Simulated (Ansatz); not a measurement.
# C on Zr(0001): change of the work function, part 3 of 4

Aim: the work function of Zr(0001) at several coverages of C (fcc site), and the dipole that each adsorbate carries.

Ansatz 0.2.0; plane-wave DFT, PBE, Ansatz PAW.

So far, work function, upper face (eV): step 2 (the clean slab) 4.17; step 3 (37 atoms, coverage 0.111 ML, cell 3x3) 4.34.

### Step 4. Adsorbate added, k-mesh 6×6×1, coverage 0.25 ML

System of this step: C/Zr(0001). The cell holds 17 atoms: 16 Zr and 1 C. Its edges and angles: a = 6.460 Å, b = 6.460 Å, c = 27.475 Å, α = 90.0°, β = 90.0°, γ = 60.0°. Vacuum lies along c.

Another coverage, to see how the dipoles act on each other as their distance changes.

input.yaml reads:

```yaml
crystal:
  lattice:
    - [6.46, 0.0, 0.0]
    - [3.23, 5.5945241084, 0.0]
    - [0.0, 0.0, 27.475184607]
  atoms:
    - { symbol: Zr, position: [0.3333333333, 0.3333333333, 0.3275683177] }
    - { symbol: Zr, position: [0.0, 0.0, 0.4212053591] }
    - { symbol: Zr, position: [0.3333333333, 0.3333333333, 0.5184663536] }
    - { symbol: Zr, position: [0.0, 0.0, 0.607261219] }
    - { symbol: Zr, position: [0.3333333333, 0.8333333333, 0.3275683177] }
    - { symbol: Zr, position: [0.0, 0.5, 0.4212053591] }
    - { symbol: Zr, position: [0.3333333333, 0.8333333333, 0.5184663536] }
    - { symbol: Zr, position: [0.0, 0.5, 0.607261219] }
    - { symbol: Zr, position: [0.8333333333, 0.3333333333, 0.3275683177] }
    - { symbol: Zr, position: [0.5, 0.0, 0.4212053591] }
    - { symbol: Zr, position: [0.8333333333, 0.3333333333, 0.5184663536] }
    - { symbol: Zr, position: [0.5, 0.0, 0.607261219] }
    - { symbol: Zr, position: [0.8333333333, 0.8333333333, 0.3275683177] }
    - { symbol: Zr, position: [0.5, 0.5, 0.4212053591] }
    - { symbol: Zr, position: [0.8333333333, 0.8333333333, 0.5184663536] }
    - { symbol: Zr, position: [0.5, 0.5, 0.607261219] }
    - { symbol: C, position: [0.1666666667, 0.1666666667, 0.6724316823] }
kpoints:
  mp_grid: { grid: [6, 6, 1] }
hamiltonian:
  xc: pbe
scf:
  occupations: { method: fermi_dirac, width: 0.1 }
  convergence: { dr2_threshold: 1.0e-08 }
efield:
  axis: 3
  dipole_correction: true
  ramp_position: 0.97
  ramp_width: 0.06
relax:
  f_tol: 0.02
  max_steps: 60
  constraints: [{ sites: [0, 1, 4, 5, 8, 9, 12, 13] }]
output:
  dos: { projected: true, e_range: [-8, 4] }
  write_potential: true
  write_density: true
  volumetric_format: npy
  elf: true
```

The run is started by

```console
ansatz run input.yaml --threads 4 --pin off --max-ram 16384MiB --backend cpu --events-out ev --progress --plain --runs-dir out
```

Output:

```text
[...]
Crystal: 17 atoms, lattice volume = 992.970 Å³
Basis set: ecut = 420 eV, 19471 PW (Γ), exchange–correlation on 90×90×384 points (8 copies of the dense FFT grid, shifted against one another)
Bands: 118, of which v1, the nominal top of the filled ones, is band 98 counted from 1 (97 counted from 0)
Symmetry: 6 space group operations
[...]
k-points: 7 of 36 (time reversal used)
[...]
SCF iter   1: F=—  HF=-67182.737172 eV  |F-HF|=—  |Δ(HF+E_count)|=         —  Δρ=5.49e-3  dr2=5.47e0  ethr=1.77e-3  p=-0.279 e·Å  D=-5.09e-2 V/Å  ΔV_dip=1.40 eV  dr2_dipole=1.71e0  V_vac-E_F(+/−)=5.46/4.06 eV  ⟨swp⟩=9.7  Hψ=4003  notcnv=0
[...]
SCF iter  10: F=-67182.653855 eV  HF=-67182.653855 eV  |F-HF|=1.91e-9  |Δ(HF+E_count)|=   8.37e-9  Δρ=2.24e-7  dr2=1.51e-9  ethr=5.10e-12  p=-0.250 e·Å  D=-4.55e-2 V/Å  ΔV_dip=1.25 eV  dr2_dipole=1.60e-10  V_vac-E_F(+/−)=5.42/4.17 eV  ⟨swp⟩=9.0  Hψ=5355  notcnv=0
SCF 1 converged in 10 iterations: F = -67182.653855 eV  dr2 = 1.51e-9
[...]
relax step   1: F+E_penalty+E_count = -67182.65385471 eV  Δ(F+E_penalty+E_count) = +0.000e0 eV  max|allowed force component| = 4.270e0 eV/Å  Δτ_max = 0.0000 Å  (10 SCF iters, accepted)
[...]
SCF iter  10: F=-67183.949748 eV  HF=-67183.949748 eV  |F-HF|=1.44e-9  |Δ(HF+E_count)|=   2.04e-8  Δρ=3.30e-7  dr2=2.39e-9  ethr=5.10e-12  p=-0.199 e·Å  D=-3.63e-2 V/Å  ΔV_dip=1.00 eV  dr2_dipole=2.10e-12  V_vac-E_F(+/−)=5.18/4.18 eV  ⟨swp⟩=9.1  Hψ=5260  notcnv=0
SCF 2 converged in 10 iterations: F = -67183.949748 eV  dr2 = 2.39e-9
[...]
relax step   2: F+E_penalty+E_count = -67183.94974763 eV  Δ(F+E_penalty+E_count) = -1.296e0 eV  max|allowed force component| = 3.875e0 eV/Å  Δτ_max = 0.1950 Å  (10 SCF iters, accepted)
[...]
SCF iter  10: F=-67184.772393 eV  HF=-67184.772393 eV  |F-HF|=5.44e-9  |Δ(HF+E_count)|=   9.50e-9  Δρ=3.21e-7  dr2=2.73e-9  ethr=1.70e-12  p=-0.141 e·Å  D=-2.57e-2 V/Å  ΔV_dip=0.71 eV  dr2_dipole=8.47e-10  V_vac-E_F(+/−)=4.89/4.18 eV  ⟨swp⟩=9.3  Hψ=5451  notcnv=0
SCF 3 converged in 10 iterations: F = -67184.772393 eV  dr2 = 2.73e-9
relax step   3: F+E_penalty+E_count = -67184.77239295 eV  Δ(F+E_penalty+E_count) = -8.226e-1 eV  max|allowed force component| = 2.262e0 eV/Å  Δτ_max = 0.1950 Å  (10 SCF iters, accepted)
[...]
relax step   4: F+E_penalty+E_count = -67185.09031155 eV  Δ(F+E_penalty+E_count) = -3.179e-1 eV  max|allowed force component| = 7.074e-1 eV/Å  Δτ_max = 0.1947 Å  (9 SCF iters, accepted)
[...]
relax step   5: F+E_penalty+E_count = -67185.12730594 eV  Δ(F+E_penalty+E_count) = -3.699e-2 eV  max|allowed force component| = 2.473e-1 eV/Å  Δτ_max = 0.1506 Å  (10 SCF iters, accepted)
[...]
relax step   6: F+E_penalty+E_count = -67185.13452904 eV  Δ(F+E_penalty+E_count) = -7.223e-3 eV  max|allowed force component| = 4.946e-2 eV/Å  Δτ_max = 0.0399 Å  (9 SCF iters, accepted)
[...]
relax step   7: F+E_penalty+E_count = -67185.13481807 eV  Δ(F+E_penalty+E_count) = -2.890e-4 eV  max|allowed force component| = 2.282e-2 eV/Å  Δτ_max = 0.0091 Å  (7 SCF iters, accepted)
SCF iter   1: F=—  HF=-67185.135469 eV  |F-HF|=—  |Δ(HF+E_count)|=         —  Δρ=2.51e-4  dr2=3.74e-3  ethr=2.05e-5  p=-0.087 e·Å  D=-1.59e-2 V/Å  ΔV_dip=0.44 eV  dr2_dipole=1.17e-6  V_vac-E_F(+/−)=4.62/4.19 eV  ⟨swp⟩=2.0  Hψ=1131  notcnv=0
[...]
SCF iter   7: F=-67185.135090 eV  HF=-67185.135090 eV  |F-HF|=2.26e-9  |Δ(HF+E_count)|=   2.49e-8  Δρ=2.84e-7  dr2=2.22e-9  ethr=5.10e-12  p=-0.087 e·Å  D=-1.58e-2 V/Å  ΔV_dip=0.43 eV  dr2_dipole=1.67e-12  V_vac-E_F(+/−)=4.62/4.19 eV  ⟨swp⟩=9.3  Hψ=5662  notcnv=0
SCF 8 converged in 7 iterations: F = -67185.135090 eV  dr2 = 2.22e-9
relax step   8: F+E_penalty+E_count = -67185.13509017 eV  Δ(F+E_penalty+E_count) = -2.721e-4 eV  max|allowed force component| = 2.561e-3 eV/Å  Δτ_max = 0.0045 Å  (7 SCF iters, accepted)
[...]
SCF converged after 7 iterations
Free energy (F): -67185.135090 eV
[...]
Internal energy: -67184.307133 eV  (E = F + TS)
E sigma→0 (E₀):  -67184.721112 eV
Entropy (-TS):   -0.827957 eV (-48.703 meV/atom)
Fermi energy:    2.654752 eV
Dipole field:    D = -0.015810 V/Å  (p = -0.086756 e·Å, saw-weighted, corrected)
Work function:   Φ+ = 4.6201 eV   Φ− = 4.1857 eV
[...]
--- Forces (eV/Å), atoms counted from 1 ---
  atom   1  Zr    -0.01617621    -0.00933934     0.43820536
  atom   2  Zr    -0.02606471    -0.01504846    -0.41780440
  atom   3  Zr     0.00020223     0.00011676     0.00179154
  atom   4  Zr     0.00133019     0.00076799    -0.00169857
  atom   5  Zr     0.00000000     0.01867868     0.43820536
  atom   6  Zr    -0.00000000     0.03009693    -0.41780440
  atom   7  Zr    -0.00000000    -0.00023352     0.00179154
  atom   8  Zr    -0.00000000    -0.00153597    -0.00169857
  atom   9  Zr     0.01617621    -0.00933934     0.43820536
  atom  10  Zr     0.02606471    -0.01504846    -0.41780440
  atom  11  Zr    -0.00020223     0.00011676     0.00179154
  atom  12  Zr    -0.00133019     0.00076799    -0.00169857
  atom  13  Zr     0.00000000    -0.00000000     0.45430488
  atom  14  Zr    -0.00000000     0.00000000    -0.51516785
  atom  15  Zr     0.00000000    -0.00000000    -0.00256112
  atom  16  Zr     0.00000000     0.00000000     0.00009963
  atom  17  C      0.00000000     0.00000000     0.00183914
  max |Σ_I F_I| component: 3.53e-6 eV/Å
--- Band table (eV; the first three rows and the last of 7) ---
  k-point 0: bands = [... 94 lower, 2.8841, 2.8841, 2.9219, 3.2185, 3.2594, 3.4340, 3.4340, 3.4882, ... 16 higher]
  k-point 1: bands = [... 94 lower, 2.7909, 2.8436, 2.8898, 2.9871, 3.0964, 3.1952, 3.2007, 3.3018, ... 16 higher]
  k-point 2: bands = [... 94 lower, 2.4622, 2.6229, 2.6332, 2.7072, 2.7664, 2.8151, 2.8213, 2.9664, ... 16 higher]
  k-point 6: bands = [... 94 lower, 2.1090, 2.1161, 2.2146, 2.3562, 2.3927, 2.4770, 2.5252, 2.6989, ... 16 higher]
--- Relaxed structure (8 steps of the walk, 8 accepted, 0 SCFs on fresh bases) ---
  F+E_penalty+E_count = -67185.13509017 eV   max|allowed force component| = 2.561e-3 eV/Å
  atoms:
    - { symbol: Zr, position: [0.333333, 0.333333, 0.3275683177] }
    - { symbol: Zr, position: [2.666712e-17, 2.666712e-17, 0.421205] }
    - { symbol: Zr, position: [0.336049, 0.336049, 0.518123] }
    - { symbol: Zr, position: [0.000484779, 0.000484779, 0.610614] }
    - { symbol: Zr, position: [0.333333, 0.833333, 0.3275683177] }
    - { symbol: Zr, position: [0.0, 0.5, 0.421205] }
    - { symbol: Zr, position: [0.336049, 0.827902, 0.518123] }
    - { symbol: Zr, position: [0.000484779, 0.499030, 0.610614] }
    - { symbol: Zr, position: [0.833333, 0.333333, 0.3275683177] }
    - { symbol: Zr, position: [0.5, 2.666712e-17, 0.421205] }
    - { symbol: Zr, position: [0.827902, 0.336049, 0.518123] }
    - { symbol: Zr, position: [0.499030, 0.000484779, 0.610614] }
    - { symbol: Zr, position: [0.833333, 0.833333, 0.3275683177] }
    - { symbol: Zr, position: [0.500000, 0.5, 0.421205] }
    - { symbol: Zr, position: [0.833333, 0.833333, 0.515215] }
    - { symbol: Zr, position: [0.500000, 0.5, 0.609258] }
    - { symbol: C, position: [0.166667, 0.166667, 0.645317] }
```

Elapsed: 2.7 min, on 4 threads of Intel Xeon Platinum 8259CL at 2.50GHz (Skylake/Cascade Lake), shared host; peak memory 2.9 GiB; 11 min of CPU time.

Relaxation path:

```tsv
step	energy less that of the first step (eV)	largest force component (eV/Å)
1	0.0000	4.2696
2	-1.2959	3.8751
3	-2.1185	2.2624
4	-2.4365	0.7074
5	-2.4735	0.2473
6	-2.4807	0.0495
7	-2.4810	0.0228
8	-2.4812	0.0026
```

Forces are held to the 6 operations that the program found; a distortion that breaks them can't arise in this run.

The atoms that moved most (Å):

```tsv
atom	dx	dy	dz	length
C17	0.000	0.000	-0.745	0.745
Zr12	-0.005	0.003	0.092	0.092
Zr4	0.005	0.003	0.092	0.092
Zr8	0.000	-0.005	0.092	0.092
Zr15	0.000	0.000	-0.089	0.089
Zr16	0.000	0.000	0.055	0.055
Zr3	0.026	0.015	-0.009	0.032
Zr7	0.000	-0.030	-0.009	0.032
```

Final coordinates:

```xyz
17
Lattice="6.4600 0.0000 0.0000 3.2300 5.5945 0.0000 0.0000 0.0000 27.4752" Properties=species:S:1:pos:R:3
Zr    3.2300    1.8648    9.0000
Zr    0.0000    0.0000   11.5727
Zr    3.2563    1.8800   14.2355
Zr    0.0047    0.0027   16.7767
Zr    4.8450    4.6621    9.0000
Zr    1.6150    2.7973   11.5727
Zr    4.8450    4.6317   14.2355
Zr    1.6150    2.7918   16.7767
Zr    6.4600    1.8648    9.0000
Zr    3.2300    0.0000   11.5727
Zr    6.4337    1.8800   14.2355
Zr    3.2253    0.0027   16.7767
Zr    8.0750    4.6621    9.0000
Zr    4.8450    2.7973   11.5727
Zr    8.0750    4.6621   14.1556
Zr    4.8450    2.7973   16.7395
C     1.6150    0.9324   17.7302
```

Read from the output:

| Item | Value |
| --- | --- |
| energy at zero smearing | -67184.7211 eV |
| work function, upper face | 4.620 eV |
| work function, lower face | 4.186 eV |
| dipole along the normal | -0.08676 e·Å |
| step between the vacuum levels | 0.4344 eV |

The density of states has structure finer than the step of the table below, so its rows give means over 0.2 eV. Peaks (eV: height): -0.99: 38.0, -0.72: 68.6, -0.51: 53.9, -0.21: 30.5, 0.24: 44.5, 0.78: 33.6, 0.96: 46.8.

The density of states by energy, zero at the Fermi level; means over each step:

```tsv
energy (eV)	density of states (states/eV a cell)
-5.4	0
-5.2	0.0296
-5.0	1.03
-4.8	1.12
-4.6	1.28
-4.4	1.29
-4.2	1.58
-4.0	3.49
-3.8	2.65
-3.6	3.79
-3.4	3.37
-3.2	5.99
-3.0	6.38
-2.8	13.0
-2.6	17.3
-2.4	20.2
-2.2	20.8
-2.0	20.0
-1.8	18.6
-1.6	11.1
-1.4	22.8
-1.2	20.1
-1.0	22.6
-0.8	25.6
-0.6	27.8
-0.4	18.1
-0.2	23.5
0.0	23.7
0.2	29.9
0.4	26.8
0.6	25.3
0.8	27.5
1.0	33.2
```

Projected DOS per atom over height of the atomic layer and energy from the Fermi level. Layers: Zr4 Zr4 Zr4 Zr4 C from below.

Ten even steps from '0' (0.00 states/eV) to '9' (2.21 states/eV), each cell a mean:
```
88760
95560
95571
74452
66761
66665
33432
57536
45548
22334
11111
00000
00100
00000
00000
00000
00000
00000
00000
00000
00000
00000
```
Columns: height of the atomic layer (Å) from 9 to 17.7 (not evenly spaced); rows upwards: energy from the Fermi level (eV) from -7.96 to 1.04.

Electrostatic potential energy in the ca plane at fractional y = 0.000, with atoms of Zr within 0.2 Å of it. With pseudopotentials it is smooth inside the atoms' cores, unlike the true potential.

Values in eV, 9 rows by 16 columns, each cell a mean:
```
  3 -10 -51 -12   3   3  -2 -46 -24   4   7   7   7   7   7   7
 -4   2  -6   1  -3  -6   2  -5  -1   6   7   7   7   7   7   7
 -5   3  -1   2  -4  -8   3  -1   2   6   7   7   7   7   7   7
  2  -7 -41  -8   2   2  -1 -36 -18   4   7   7   7   7   7   7
  4 -15 -62 -18   4   5  -5 -58 -33   4   7   7   7   7   7   7
  0  -3 -26  -4   1   0   0 -24  -9   6   7   7   7   7   7   7
 -6   3   1   3  -3  -9   3   2   3   7   7   7   7   7   7   7
 -2   0 -15  -1   0  -3   1 -13  -4   6   7   7   7   7   7   7
  4 -13 -59 -16   4   4  -4 -55 -30   4   7   7   7   7   7   7
```
Columns run along c (16.0 Å, from fractional 0.34 to 0.92 of the cell; values clipped at the 3rd and 97th percentile), rows up along a (6.5 Å). Atoms in or near the plane, at fractional coordinates: Zr at (0.42, 0.00), Zr at (0.61, 0.00), Zr at (0.42, 0.50), Zr at (0.61, 0.50).

Valence density in the ca plane at fractional y = 0.000, with atoms of Zr within 0.2 Å of it. It is the smooth field of the valence electrons, not physical close to the nuclei.

Values in e/Å³, 9 rows by 16 columns, each cell a mean:
```
0.2 0.6 3.1 0.8 0.2 0.2 0.3 2.8 1.3 0.0 0.0 0.0 0.0 0.0 0.0 0.0
0.3 0.2 0.4 0.2 0.3 0.4 0.2 0.4 0.2 0.0 0.0 0.0 0.0 0.0 0.0 0.0
0.4 0.2 0.2 0.2 0.3 0.4 0.2 0.2 0.1 0.0 0.0 0.0 0.0 0.0 0.0 0.0
0.2 0.5 2.4 0.6 0.2 0.2 0.3 2.2 1.0 0.0 0.0 0.0 0.0 0.0 0.0 0.0
0.2 0.9 3.7 1.1 0.2 0.2 0.4 3.4 1.9 0.0 0.0 0.0 0.0 0.0 0.0 0.0
0.2 0.3 1.5 0.4 0.2 0.2 0.2 1.3 0.7 0.1 0.0 0.0 0.0 0.0 0.0 0.0
0.4 0.2 0.2 0.1 0.3 0.5 0.2 0.2 0.4 0.2 0.0 0.0 0.0 0.0 0.0 0.0
0.3 0.2 0.8 0.2 0.2 0.3 0.2 0.8 0.5 0.1 0.0 0.0 0.0 0.0 0.0 0.0
0.2 0.8 3.6 1.0 0.2 0.2 0.4 3.2 1.8 0.1 0.0 0.0 0.0 0.0 0.0 0.0
```
Columns run along c (16.0 Å, from fractional 0.34 to 0.92 of the cell), rows up along a (6.5 Å). Atoms in or near the plane, at fractional coordinates: Zr at (0.42, 0.00), Zr at (0.61, 0.00), Zr at (0.42, 0.50), Zr at (0.61, 0.50).

ELF in the ca plane at fractional y = 0.000, with atoms of Zr within 0.2 Å of it. It is the smooth field of the valence electrons, not physical close to the nuclei.

Ten even steps from '0' (0.00) to '9' (0.83), each cell a mean:
```
67525966952576777338859820000000000000000000
34422798622433334325898411100000000000000000
22232233223212212321332222210000000000000000
42245322344124421343223455421000000000000000
42244322344124421343222455421000000000000000
22232233223212222322332222210000000000000000
34422788622433334325888411100000000000000000
67525966952576777338759820000000000000000000
77526934962677888348628820000000000000000000
45524888832554566437988522211000000000000000
22322466422322223323564346542100000000000000
32233222234212322332224799753100000000000000
42245322354224431233247999863100000000000000
32233222234212322332224799753100000000000000
22322466422322223323564346542100000000000000
45524889832554567437988512211000000000000000
78536934962678888348518820000000000000000000
```
Columns run along c (16.0 Å, from fractional 0.34 to 0.92 of the cell), rows up along a (6.5 Å). Atoms in or near the plane, at fractional coordinates: Zr at (0.42, 0.00), Zr at (0.61, 0.00), Zr at (0.42, 0.50), Zr at (0.61, 0.50).

The relaxation took 8 steps and lowered the energy by 2.5 eV; the largest force on the free atoms ends at 0.0026 eV/Å.

By hand: a sheet of dipoles makes a step −p/(ε₀A) in the electron's potential. With e/ε₀ = 180.95 V·Å, p = -0.08676 e·Å and A = 36.14 Å², that is −180.95 × (-0.08676) / 36.14 = +0.434 eV, and the two vacuum levels of the run differ by +0.434 eV.

The covered face has 4.62 eV, +0.45 eV against the clean one; the bare back face has moved by +0.01 eV, a measure of how thin the slab is.

### Step 5. The covered slab, k-mesh 6×6×1, coverage 0.5 ML

System of this step: C/Zr(0001). The cell holds 18 atoms: 16 Zr and 2 C. Its edges and angles: a = 6.460 Å, b = 6.460 Å, c = 27.475 Å, α = 90.0°, β = 90.0°, γ = 60.0°. Vacuum lies along c.

Another coverage, to see how the dipoles act on each other as their distance changes.

input.yaml, as its differences from that of step 4:

```diff
@@ -23,2 +23,3 @@
     - { symbol: C, position: [0.1666666667, 0.1666666667, 0.6724316823] }
+    - { symbol: C, position: [0.6666666667, 0.1666666667, 0.6724316823] }
 kpoints:
```

Output:

```text
[...]
Crystal: 18 atoms, lattice volume = 992.970 Å³
Basis set: ecut = 420 eV, 19471 PW (Γ), exchange–correlation on 90×90×384 points (8 copies of the dense FFT grid, shifted against one another)
Bands: 120, of which v1, the nominal top of the filled ones, is band 100 counted from 1 (99 counted from 0)
Symmetry: 4 space group operations
[...]
- { symbol: Zr, position: [0.83333333335, 0.833333, 0.3275683177] }
    - { symbol: Zr, position: [0.5, 0.500000, 0.421205] }
    - { symbol: Zr, position: [0.829250, 0.841499, 0.514250] }
    - { symbol: Zr, position: [0.505401, 0.489199, 0.614581] }
    - { symbol: C, position: [0.170382, 0.159236, 0.646626] }
    - { symbol: C, position: [0.670382, 0.159236, 0.646626] }
[key lines of the parts left out:]
SCF converged after 7 iterations
Free energy (F): -67435.286438 eV
Fermi energy:    2.576701 eV
Dipole field:    D = -0.030614 V/Å  (p = -0.167994 e·Å, saw-weighted, corrected)
Work function:   Φ+ = 5.0347 eV   Φ− = 4.1936 eV
```

The job ended after 4.9 min (4 threads; peak memory 3.4 GiB).

(Continued in part 4 of 4.)

[Long decimals in the printed logs are rounded to 6 places.]

[Logs are printed without paths, hosts, clocks, repeated set-up lines and the standing remarks that a program may print on its own settings, such as how far it seeks lower states.]

[Hosts, paths, dates, database ids (printed as entryN), source tags and the programs' standing remarks are cut or masked in the printed files.]

[Maps of the electrostatic potential energy from Ansatz leave out the sawtooth potential of an applied field or a dipole correction, so their vacuum need not be flat; planar profiles and work functions include it.]

[The density of states shown here was stored with 400 of the rows of the run's finer table, so its peaks can read low, often by over a quarter, or be missed, and its means over a window can be off by a tenth or more.]
